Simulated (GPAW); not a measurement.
# Si/Ni(100): work function by functional and basis, part 2 of 2

Wanted: work functions and dipole of Si/Ni(100), with the cost of each level.

GPAW 26.7.0; GPAW, PAW setups; slab in vacuum, relaxation (the session's first sound run).

So far, upper work function (eV): step 2 (relaxing the atoms, PBE, GPAW) 4.40; step 3 (plane waves, PBE) 4.40; step 4 (self-consistent run: xc = "RPBE") 4.32; step 5 (self-consistent run: xc = "revPBE") 4.32.

## Step 6: OptPBE vdW: xc = "optPBE-vdW"

The same geometry under optPBE-vdW, to see how far the functional moves the levels against the vacuum (the van der Waals functionals take revPBE setups).

File run.py:

```python
import json
import numpy as np
from ase import Atoms
from gpaw import GPAW, PW

slab = Atoms(
    ['Ni', 'Ni', 'Ni', 'Ni', 'Si'],
    positions=[
        [1.24451, 1.24451, 8.00000],
        [0.00000, 0.00000, 9.76000],
        [1.24451, 1.24451, 11.53873],
        [-0.00000, -0.00000, 13.31001],
        [-0.00000, 0.00000, 15.56912]],
    cell=[[2.48902, 0.0, 0.0], [0.0, 2.48902, 0.0], [0.0, 0.0, 23.7475]],
    pbc=[True, True, False],
    magmoms=[0.7, 0.7, 0.7, 0.7, 0.0])

slab.calc = GPAW(mode=PW(400), xc='optPBE-vdW', kpts={'size': (13, 13, 1), 'gamma': True},
                 occupations={'name': 'fermi-dirac', 'width': 0.1}, nbands='200%',
                 convergence={'density': 1e-05}, maxiter=200,
                 poissonsolver={'dipolelayer': 'xy'},
                 symmetry={'tolerance': 1e-3}, txt='slab.txt')
result = {}
energy = slab.get_potential_energy()
fermi = slab.calc.get_fermi_level()
v = slab.calc.get_electrostatic_potential().mean((0, 1)) - fermi
n = slab.calc.get_pseudo_density().mean((0, 1))
L = slab.cell[2, 2]
z = np.arange(len(v)) * L / len(v)
low, high = slab.positions[:, 2].min(), slab.positions[:, 2].max()
below, above = np.interp([low - 5.8, high + 5.8], z, v)
slopes = [np.interp(x, z, np.gradient(v, z)) for x in (low - 5.8, high + 5.8)]
eps = np.array([[slab.calc.get_eigenvalues(k, s) for k in range(len(slab.calc.get_ibz_k_points()))]
                for s in range(slab.calc.get_number_of_spins())]) - fermi
top, bottom = eps[eps < 0].max(), eps[eps > 0].min()
dipole = slab.get_dipole_moment()[2]
print(f'energy {energy:.4f} eV, Fermi level {fermi:.4f} eV, dipole {dipole:.5f} e A')
print(f'potential 5.8 A off the faces, from the Fermi level: lower {below:.4f} eV, upper {above:.4f} eV')
print(f'slope of the potential there: lower {slopes[0]:.5f}, upper {slopes[1]:.5f} eV/A')
print(f'nearest levels on the mesh: {top:.4f} and {bottom:.4f} eV')
print('magnetic moment', round(slab.get_magnetic_moment(), 3))
result.update(energy=energy, fermi=fermi, dipole=dipole, below=below, above=above, slopes=slopes, edges=[top, bottom],
              z=z.tolist(), v=v.tolist(), n=n.tolist(), positions=slab.positions.tolist(),
              forces=slab.get_forces(apply_constraint=False).tolist(), moments=slab.get_magnetic_moments().tolist())
json.dump(result, open('result.json', 'w'))
```

Run with:

```bash
$ OMP_NUM_THREADS=1 OPENBLAS_NUM_THREADS=1 python run.py
```

Output:

```text
energy -78.8916 eV, Fermi level 0.5239 eV, dipole 0.01961 e A
potential 5.8 A off the faces, from the Fermi level: lower 5.1016 eV, upper 4.5288 eV
slope of the potential there: lower -0.00005, upper 0.00013 eV/A
nearest levels on the mesh: -0.0004 and 0.0022 eV
magnetic moment 2.111
```

It took 11 min on 1 thread of Arm Neoverse V2, shared host; peak memory 0.45 GiB.

This step gave:

| Property | Result |
| --- | --- |
| dipole along the normal | 0.01961 e·Å |
| levels nearest the Fermi level on the mesh | -4.03e-4, 0.002176 eV from the Fermi level |
| upper work function | 4.529 eV |
| lower work function | 5.102 eV |
| site moments | 0.7354, 0.6548, 0.5680, 0.2750, -5.89e-4 μB |
| sum of the site moments | 2.233 μB |

The electrostatic potential energy of an electron (without an applied field's), less the Fermi level, planar mean oscillates, so the rows of the table below give means over windows of 1.8 Å about each position, cut where the curve ends. Its maxima inside the range that stand out by 2 % of the span (Å: eV): 8.9: -2.17, 10.6: -2.13, 12.4: -2.13, 14.4: 0.811. Its minima: 8.0: -15.5, 9.8: -15.8, 11.6: -15.8, 13.4: -15.5, 15.6: -21.1.

Table of electrostatic potential energy of an electron (without an applied field's), less the Fermi level, planar mean by z; means over each step:

z (Å), electrostatic potential energy of an electron (without an applied field's), less the Fermi level, planar mean (eV) and a bar from the least value:
```
     0.90        5.1 ##############################
     2.70        5.1 ##############################
     4.50        5.1 ##############################
     6.30        3.9 ############################
     8.10       -8.0 #####
     9.90       -8.3 ####
    11.70       -8.3 #####
    13.50       -7.5 ######
    15.30      -10.7 
    17.10        2.3 #########################
    18.90        4.5 #############################
    20.70        4.5 #############################
    22.50        4.5 #############################
```

The upper face's work function is 4.529 eV, against 4.399 eV in the first plane-wave PBE run at this geometry.

## Step 7: Self-consistent run: xc = "LDA"

The same geometry under LDA, to see how far the functional moves the levels against the vacuum.

Edit run.py of step 6 so:

```diff
@@ -17,3 +17,3 @@
 
-slab.calc = GPAW(mode=PW(400), xc='optPBE-vdW', kpts={'size': (13, 13, 1), 'gamma': True},
+slab.calc = GPAW(mode=PW(400), xc='LDA', kpts={'size': (13, 13, 1), 'gamma': True},
                  occupations={'name': 'fermi-dirac', 'width': 0.1}, nbands='200%',
```

Output:

```text
energy -37.5049 eV, Fermi level 0.2860 eV, dipole 0.02418 e A
potential 5.8 A off the faces, from the Fermi level: lower 5.2916 eV, upper 4.5852 eV
slope of the potential there: lower -0.00002, upper 0.00009 eV/A
nearest levels on the mesh: -0.0003 and 0.0001 eV
magnetic moment 2.121
```

Wall time 7.9 min (1 thread); peak memory 0.35 GiB.

Numbers from this step:

* dipole along the normal: 0.02418 e·Å
* levels nearest the Fermi level on the mesh: -3.09e-4, 8.54e-5 eV from the Fermi level
* upper work function: 4.585 eV
* lower work function: 5.292 eV
* site moments: 0.7387, 0.6495, 0.5599, 0.2663, -0.001059 μB
* sum of the site moments: 2.213 μB

The upper face's work function is 4.585 eV, against 4.399 eV in the first plane-wave PBE run at this geometry.

## Step 8: Self-consistent run: xc = "vdW-DF2"

The same geometry under vdW-DF2, to see how far the functional moves the levels against the vacuum (the van der Waals functionals take revPBE setups).

Edit run.py of step 7 so:

```diff
@@ -17,3 +17,3 @@
 
-slab.calc = GPAW(mode=PW(400), xc='LDA', kpts={'size': (13, 13, 1), 'gamma': True},
+slab.calc = GPAW(mode=PW(400), xc='vdW-DF2', kpts={'size': (13, 13, 1), 'gamma': True},
                  occupations={'name': 'fermi-dirac', 'width': 0.1}, nbands='200%',
```

Output:

```text
energy -270.7751 eV, Fermi level 0.4862 eV, dipole 0.02508 e A
potential 5.8 A off the faces, from the Fermi level: lower 5.2927 eV, upper 4.5609 eV
slope of the potential there: lower -0.00010, upper 0.00023 eV/A
nearest levels on the mesh: -0.0084 and 0.0005 eV
magnetic moment 1.998
```

The job ended after 11 min (1 thread; peak memory 0.45 GiB).

Numbers from this step:

```
dipole along the normal                    : 0.02508 e·Å
levels nearest the Fermi level on the mesh : -0.008434, 4.72e-4 eV from the Fermi level
upper work function                        : 4.561 eV
lower work function                        : 5.293 eV
site moments                               : 0.7017, 0.6362, 0.5410, 0.2396, -5.08e-4 μB
sum of the site moments                    : 2.118 μB
```

The upper face's work function is 4.561 eV, against 4.399 eV in the first plane-wave PBE run at this geometry.

## Step 9: Real-space grid: mode = "fd"

A real-space grid is a second complete basis, so it checks the plane-wave result.

Edit run.py of step 8 so:

```diff
@@ -3,3 +3,3 @@
 from ase import Atoms
-from gpaw import GPAW, PW
+from gpaw import GPAW
 
@@ -17,3 +17,3 @@
 
-slab.calc = GPAW(mode=PW(400), xc='vdW-DF2', kpts={'size': (13, 13, 1), 'gamma': True},
+slab.calc = GPAW(mode='fd', h=0.18, xc='PBE', kpts={'size': (13, 13, 1), 'gamma': True},
                  occupations={'name': 'fermi-dirac', 'width': 0.1}, nbands='200%',
```

Output:

```text
energy -33.1542 eV, Fermi level -4.6689 eV, dipole 0.01847 e A
potential 5.8 A off the faces, from the Fermi level: lower 4.9386 eV, upper 4.3991 eV
slope of the potential there: lower -0.00003, upper 0.00002 eV/A
nearest levels on the mesh: -0.0129 and 0.0018 eV
magnetic moment 2.26
```

Wall time 34 min (1 thread); peak memory 1.5 GiB.

Numbers from this step:

```
dipole along the normal                    : 0.01847 e·Å
levels nearest the Fermi level on the mesh : -0.01286, 0.001793 eV from the Fermi level
upper work function                        : 4.399 eV
lower work function                        : 4.939 eV
site moments                               : 0.7747, 0.6876, 0.6086, 0.3255, -3.08e-4 μB
sum of the site moments                    : 2.396 μB
```

The electrostatic potential energy of an electron (without an applied field's), less the Fermi level, planar mean oscillates, so the rows of the table below give means over windows of 1.8 Å about each position, cut where the curve ends. Its maxima inside the range that stand out by 2 % of the span (Å: eV): 8.9: -2.12, 10.6: -2.05, 12.4: -2.06, 14.4: 0.951. Its minima: 8.0: -15.7, 9.7: -15.8, 11.5: -15.8, 13.3: -15.7, 15.6: -21.2.

The electrostatic potential energy of an electron (without an applied field's), less the Fermi level, planar mean by z; means over each step:

```
z (Å)  electrostatic potential energy of an electron (without an applied field's), less the Fermi level, planar mean (eV)
 0.90                                                                                                                4.93
 2.70                                                                                                                4.94
 4.50                                                                                                                4.93
 6.30                                                                                                                3.82
 8.10                                                                                                               -8.02
 9.90                                                                                                               -8.35
11.70                                                                                                               -8.33
13.50                                                                                                               -7.53
15.30                                                                                                               -10.7
17.10                                                                                                                2.23
18.90                                                                                                                4.39
20.70                                                                                                                4.40
22.50                                                                                                                4.40
```

The upper face's work function is 4.399 eV, against 4.399 eV in the first plane-wave PBE run at this geometry.

## Step 10: Atomic orbitals: mode = "lcao"

Atom-centred orbitals end a few angstrom from the surface, which tests how much the density's tail matters.

Edit run.py of step 9 so:

```diff
@@ -17,4 +17,4 @@
 
-slab.calc = GPAW(mode='fd', h=0.18, xc='PBE', kpts={'size': (13, 13, 1), 'gamma': True},
-                 occupations={'name': 'fermi-dirac', 'width': 0.1}, nbands='200%',
+slab.calc = GPAW(mode='lcao', basis='dzp', h=0.18, xc='PBE', kpts={'size': (13, 13, 1), 'gamma': True},
+                 occupations={'name': 'fermi-dirac', 'width': 0.1}, nbands='120%',
                  convergence={'density': 1e-05}, maxiter=200,
```

Output:

```text
energy -31.1869 eV, Fermi level -4.6260 eV, dipole 0.01959 e A
potential 5.8 A off the faces, from the Fermi level: lower 4.9121 eV, upper 4.3399 eV
slope of the potential there: lower -0.00000, upper -0.00000 eV/A
nearest levels on the mesh: -0.0051 and 0.0031 eV
magnetic moment 2.236
```

Wall time 42 min (1 thread); peak memory 0.33 GiB.

Numbers from this step:

```yaml
dipole_along_the_normal: 0.01959 e·Å
levels_nearest_the_fermi_level_on_the_mesh: -0.005073, 0.003145 eV from the Fermi level
upper_work_function: 4.340 eV
lower_work_function: 4.912 eV
site_moments: 0.7690, 0.6763, 0.5997, 0.3183, -7.79e-4 μB
sum_of_the_site_moments: 2.363 μB
```

The electrostatic potential energy of an electron (without an applied field's), less the Fermi level, planar mean oscillates, so the rows of the table below give means over windows of 1.8 Å about each position, cut where the curve ends. Its maxima inside the range that stand out by 2 % of the span (Å: eV): 8.9: -2.17, 10.6: -2.07, 12.4: -2.08, 14.4: 0.852. Its minima: 8.0: -15.8, 9.7: -15.8, 11.5: -15.8, 13.3: -15.7, 15.6: -21.3.

Electrostatic potential energy of an electron (without an applied field's), less the Fermi level, planar mean against z; means over each step:

```
z (Å)  electrostatic potential energy of an electron (without an applied field's), less the Fermi level, planar mean (eV)
 0.90                                                                                                                4.90
 2.70                                                                                                                4.91
 4.50                                                                                                                4.90
 6.30                                                                                                                3.79
 8.10                                                                                                               -8.05
 9.90                                                                                                               -8.36
11.70                                                                                                               -8.34
13.50                                                                                                               -7.55
15.30                                                                                                               -10.8
17.10                                                                                                                2.23
18.90                                                                                                                4.33
20.70                                                                                                                4.34
22.50                                                                                                                4.34
```

The upper face's work function is 4.340 eV, against 4.399 eV in the first plane-wave PBE run at this geometry.

## Step 11: Cost and result by level

Times are for 1 thread of Arm Neoverse V2, shared host. Results by setting:

```
no.         run  upper work function (eV)  lower work function (eV)     time  memory (GiB)
  1          pw                     4.399                     4.940  8.6 min          0.36
  2        RPBE                     4.322                     4.773  8.5 min          0.35
  3      revPBE                     4.322                     4.796  7.3 min          0.36
  4  optPBE vdW                     4.529                     5.102   11 min          0.45
  5         LDA                     4.585                     5.292  7.9 min          0.35
  6     vdW DF2                     4.561                     5.293   11 min          0.45
  7          fd                     4.399                     4.939   34 min           1.5
  8        lcao                     4.340                     4.912   42 min          0.33
```

## Step 12: Side by side

Results and costs are gathered.

This step: comparison of work functions, dipole and cost (GPAW 26.7.0).

Ladder, by row:

```
      step  code  work function, upper (eV)  work function, lower (eV)  dipole (e Å)  wall time (s)  peak memory (GiB)  threads
        pw  GPAW                      4.399                       4.94       0.01851          513.8               0.36        1
      RPBE  GPAW                      4.322                      4.773       0.01545          507.8               0.35        1
    revPBE  GPAW                      4.322                      4.796       0.01621          438.7               0.36        1
optPBE-vdW  GPAW                      4.529                      5.102       0.01961          642.3               0.45        1
       LDA  GPAW                      4.585                      5.292       0.02418          474.5               0.35        1
   vdW-DF2  GPAW                      4.561                      5.293       0.02508          658.4               0.45        1
        fd  GPAW                      4.399                      4.939       0.01847           2047               1.51        1
      lcao  GPAW                       4.34                      4.912       0.01959           2533               0.33        1
```

## Step 13: A changed run

One more run, with changed settings.

This step: GPAW, PAW setups; slab in vacuum (GPAW 26.7.0).

Edit run.py of step 10 so:

```diff
@@ -3,3 +3,3 @@
 from ase import Atoms
-from gpaw import GPAW
+from gpaw import GPAW, PW
 
@@ -14,8 +14,8 @@
     cell=[[2.48902, 0.0, 0.0], [0.0, 2.48902, 0.0], [0.0, 0.0, 23.7475]],
-    pbc=[True, True, False],
+    pbc=[True, True, True],
     magmoms=[0.7, 0.7, 0.7, 0.7, 0.0])
 
-slab.calc = GPAW(mode='lcao', basis='dzp', h=0.18, xc='PBE', kpts={'size': (13, 13, 1), 'gamma': True},
-                 occupations={'name': 'fermi-dirac', 'width': 0.1}, nbands='120%',
-                 convergence={'density': 1e-05}, maxiter=200,
+slab.calc = GPAW(mode=PW(400), xc='PBE', kpts={'size': (13, 13, 1), 'gamma': True},
+                 occupations={'name': 'fermi-dirac', 'width': 0.1}, nbands='200%',
+                 convergence={'density': 1e-05}, maxiter=75,
                  poissonsolver={'dipolelayer': 'xy'},
```

Output:

```text
AssertionError
```

Wall time 0.76 s (1 thread); peak memory 0.14 GiB.

The input was rejected at the start.

The fault put into the input: a dipole layer in a cell that repeats along the normal (pbc_z = true).

## Step 14: Summary of results

| Quantity | Value |
| --- | --- |
| work function, upper and lower face | 4.399 and 4.940 eV |
| dipole along the normal | 0.0185 e Å |

What this shows: With plane waves and PBE the work function is 4.40 eV on the upper face and 4.94 eV on the lower. The two faces differ by 0.54 eV, the step that the slab's dipole makes (e p/(ε0 A) gives 0.54 eV), so the dipole layer is needed. Over the sound runs of the table the upper face's work function spans 4.322 (RPBE) to 4.585 eV (LDA). The cell of 6.20 Å² holds one Si, started on one chosen site; other sites and coverages weren't tried. One magnetic start was tried; another order may lie lower. The in-plane lattice was kept as typed, which isn't the functional's own and leaves some strain; spin-orbit coupling and temperature are left out.

[Logs are printed without paths, hosts, clocks, repeated set-up lines and the standing remarks that a program may print on its own settings, such as how far it seeks lower states.]

[Hosts, paths, dates, database ids (printed as entryN), source tags and the programs' standing remarks are cut or masked in the printed files.]
